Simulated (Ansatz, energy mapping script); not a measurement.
# Spin model of NiHO2 monolayer from collinear orders, part 2 of 2

How strongly do the moments of NiHO2 monolayer couple under PBEsol+U (1.2 eV)? The plan is to run several orders and fit a Heisenberg model.

PBEsol with U = 1.2 eV on Ni d, ortho-atomic projectors; plane waves, U on orthogonalised atomic orbitals unless named otherwise, collinear spin, no spin–orbit coupling.

So far. Step 8 (Run 5 (parallel; cell C, 12 atoms)): The run ends ferromagnetic. For each magnetic atom its energy differs from the parallel run of the first cell by 0.05 meV, an error that one common reference would have brought in. Step 9 (Order 6: uncompensated ++−, cell C of 12 atoms): The run ends ferrimagnetic, 45.99 meV a magnetic atom above the parallel order of its cell (energies taken at zero occupation width, not the printed F).

### 10. Order 7: parallel, cell D of 16 atoms

input.yaml reads:

```yaml
crystal:
  lattice:
    - [2.978559138, 2.89e-07, 0.0]
    - [-5.957119276, 10.318030944, 0.0]
    - [0.0, 0.0, 17.990392]
  atoms:
    - { symbol: Ni, position: [0.666667, 0.08333325, 0.472014], spin: 2.0 }
    - { symbol: Ni, position: [0.666667, 0.33333325, 0.472014], spin: 2.0 }
    - { symbol: Ni, position: [0.666667, 0.58333325, 0.472014], spin: 2.0 }
    - { symbol: Ni, position: [0.666667, 0.83333325, 0.472014], spin: 2.0 }
    - { symbol: O, position: [3.33e-07, 0.249999917, 0.416889] }
    - { symbol: O, position: [3.33e-07, 0.499999917, 0.416889] }
    - { symbol: O, position: [3.33e-07, 0.749999917, 0.416889] }
    - { symbol: O, position: [3.33e-07, 0.999999917, 0.416889] }
    - { symbol: O, position: [0.333333667, 0.166666583, 0.528454] }
    - { symbol: O, position: [0.333333667, 0.416666583, 0.528454] }
    - { symbol: O, position: [0.333333667, 0.666666583, 0.528454] }
    - { symbol: O, position: [0.333333667, 0.916666583, 0.528454] }
    - { symbol: H, position: [0.333333667, 0.166666583, 0.583111] }
    - { symbol: H, position: [0.333333667, 0.416666583, 0.583111] }
    - { symbol: H, position: [0.333333667, 0.666666583, 0.583111] }
    - { symbol: H, position: [0.333333667, 0.916666583, 0.583111] }
magnetization:
  spin_polarized: true
kpoints:
  mp_grid: { grid: [16, 4, 1] }
hamiltonian:
  xc: pbesol
  hubbard:
    sites:
      - { species: Ni, l: d, u_eff: 1.2 }
      - { site: 0, l: d, u_eff: 1.2, starting_ns: [{ spin: up, occupation_matrix: ni1_major }, { spin: down, occupation_matrix: ni1_minor }] }
      - { site: 1, l: d, u_eff: 1.2, starting_ns: [{ spin: up, occupation_matrix: ni1_major }, { spin: down, occupation_matrix: ni1_minor }] }
      - { site: 2, l: d, u_eff: 1.2, starting_ns: [{ spin: up, occupation_matrix: ni1_major }, { spin: down, occupation_matrix: ni1_minor }] }
      - { site: 3, l: d, u_eff: 1.2, starting_ns: [{ spin: up, occupation_matrix: ni1_major }, { spin: down, occupation_matrix: ni1_minor }] }
    projectors: ortho-atomic
    occupation_matrices:
      ni1_major:
        matrix:
          - [0.993, 0.0, 0.0, 0.0, 0.0]
          - [0.0, 0.875, 0.0, 0.0, 0.079]
          - [0.0, 0.0, 0.875, 0.079, 0.0]
          - [0.0, 0.0, 0.079, 0.928, 0.0]
          - [0.0, 0.079, 0.0, 0.0, 0.928]
      ni1_minor:
        matrix:
          - [0.987, 0.0, 0.0, 0.0, 0.0]
          - [0.0, 0.629, 0.0, 0.0, 0.283]
          - [0.0, 0.0, 0.629, 0.283, 0.0]
          - [0.0, 0.0, 0.283, 0.763, 0.0]
          - [0.0, 0.283, 0.0, 0.0, 0.763]
scf:
  occupations: { method: fermi_dirac, width: 0.05 }
output:
  eigenvalues: true
```

Run with:

```bash
> ansatz run input.yaml --threads 4 --pin off --max-ram 8192MiB --backend cpu --events-out ev --progress --plain --runs-dir out
```

Elapsed: 83 s, on 4 threads of Arm Neoverse V1, shared host; peak memory 2.2 GiB.

The run ends ferromagnetic. For each magnetic atom its energy differs from the parallel run of the first cell by 0.00 meV, an error that one common reference would have brought in.

### 11. Compensated ++−− start in cell D (16 atoms)

This order reverses 2 of the 6 neighbours at 2.98 Å and 4 of the 6 neighbours at 5.16 Å, counted for an average magnetic atom.

input.yaml: that of step 10 with these lines changed.

```diff
@@ -8,4 +8,4 @@
     - { symbol: Ni, position: [0.666667, 0.33333325, 0.472014], spin: 2.0 }
-    - { symbol: Ni, position: [0.666667, 0.58333325, 0.472014], spin: 2.0 }
-    - { symbol: Ni, position: [0.666667, 0.83333325, 0.472014], spin: 2.0 }
+    - { symbol: Ni, position: [0.666667, 0.58333325, 0.472014], spin: -2.0 }
+    - { symbol: Ni, position: [0.666667, 0.83333325, 0.472014], spin: -2.0 }
     - { symbol: O, position: [3.33e-07, 0.249999917, 0.416889] }
@@ -33,4 +33,4 @@
       - { site: 1, l: d, u_eff: 1.2, starting_ns: [{ spin: up, occupation_matrix: ni1_major }, { spin: down, occupation_matrix: ni1_minor }] }
-      - { site: 2, l: d, u_eff: 1.2, starting_ns: [{ spin: up, occupation_matrix: ni1_major }, { spin: down, occupation_matrix: ni1_minor }] }
-      - { site: 3, l: d, u_eff: 1.2, starting_ns: [{ spin: up, occupation_matrix: ni1_major }, { spin: down, occupation_matrix: ni1_minor }] }
+      - { site: 2, l: d, u_eff: 1.2, starting_ns: [{ spin: up, occupation_matrix: ni1_minor }, { spin: down, occupation_matrix: ni1_major }] }
+      - { site: 3, l: d, u_eff: 1.2, starting_ns: [{ spin: up, occupation_matrix: ni1_minor }, { spin: down, occupation_matrix: ni1_major }] }
     projectors: ortho-atomic
```

Run time: 64 s. Hardware: 4 threads; peak memory 2.1 GiB; 4.2 min of CPU time.

The run ends antiferromagnetic, 38.88 meV a magnetic atom above the parallel order of its cell (energies taken at zero occupation width, not the printed F).

### 12. The fit

Each energy difference is a sum of couplings weighted by the pairs that the order reverses. A few near shells are fitted to the differences by least squares. Energies are those extrapolated to zero occupation width, not the free energies F.

The orders that converged (zero: parallel moments in the same cell):

```csv
order,atoms,energy (meV a magnetic atom),moments (μB),moments kept as typed,"opposed neighbours at 2.98, 5.16 Å"
parallel in cell A,8,0.00,0.85,yes,"0, 0"
compensated +− in cell A,8,58.12,0.89,yes,"4, 4"
parallel in cell B,12,0.00,0.85,yes,"0, 0"
uncompensated ++− in cell B (typed; ended ferromagnetic),12,0.00,0.85,no,"4, 0"
parallel in cell C,12,0.00,0.85,yes,"0, 0"
uncompensated ++− in cell C,12,45.99,0.80 to 0.93,yes,"2.67, 4"
parallel in cell D,16,0.00,0.85,yes,"0, 0"
compensated ++−− in cell D,16,38.88,0.82 to 0.91,yes,"2, 4"
```

Couplings from the energies, with E = −Σ J e·e over ordered pairs:

```csv
pair,distance (Å),neighbours,J (meV)
Ni–Ni,2.98,6,4.77
Ni–Ni,5.16,6,2.51
```

These orders cannot tell some unfitted shells from fitted ones: the value at 2.98 Å holds J(2.98) − 2 J(5.96) and the value at 5.16 Å holds J(5.16) + 2 J(5.96); other unfitted shells add to the values wholly or in part.

Adding the shell at 7.88 Å gives 4.8, 2.7 and -0.13 meV, an exact solve that tests nothing.

Limits of this fit: some orders lost their moments or signs, so no temperature is drawn from a model of fixed moments; 1 of the orders did not finish or lost their signs.

### 13. Outcome

| Quantity | Value |
| --- | --- |
| lowest order tried | parallel |
| largest fitted value (a combination of shells), Ni–Ni at 2.98 Å | 4.77 meV |

What this shows: Of the orders tried, NiHO2 monolayer prefers parallel moments under PBEsol+U (1.2 eV). The largest fitted value is 4.8 meV, at 2.98 Å. It is a combination of shells that these orders cannot split, so neither its size nor its sign can be laid on that pair alone. The orders also reverse pairs at 5.96 Å, which are not fitted, so the fitted values hold their part too. With 3 differences for 2 couplings the fit misses by 0.45 meV at most, a small part of the spread. In the fitted orders moments change by up to 9.0 % against the parallel run of the same cell, so the mapping is rough. Orders that lost their signs are left out of the fit. Every order is gapless on its mesh at this level. In a metal exchange reaches farther, and a short model of fixed moments is less apt; where the compound is in fact an insulator, these couplings come from a wrongly metallic state. Some orders lost their moments or signs, so a model of fixed moments fits this crystal badly and no temperature is given.

[Logs and program files are shortened in this print: banners, set-up blocks, solver, clock and traceback lines can be left out without a mark of their own.]

[Logs are printed without paths, hosts, clocks, repeated set-up lines and the standing remarks that a program may print on its own settings, such as how far it seeks lower states.]

[Hosts, paths, dates, database ids (printed as entryN), source tags and the programs' standing remarks are cut or masked in the printed files.]

[Where a cell is said to come from a database of computed structures, the database is the Materials Project.]
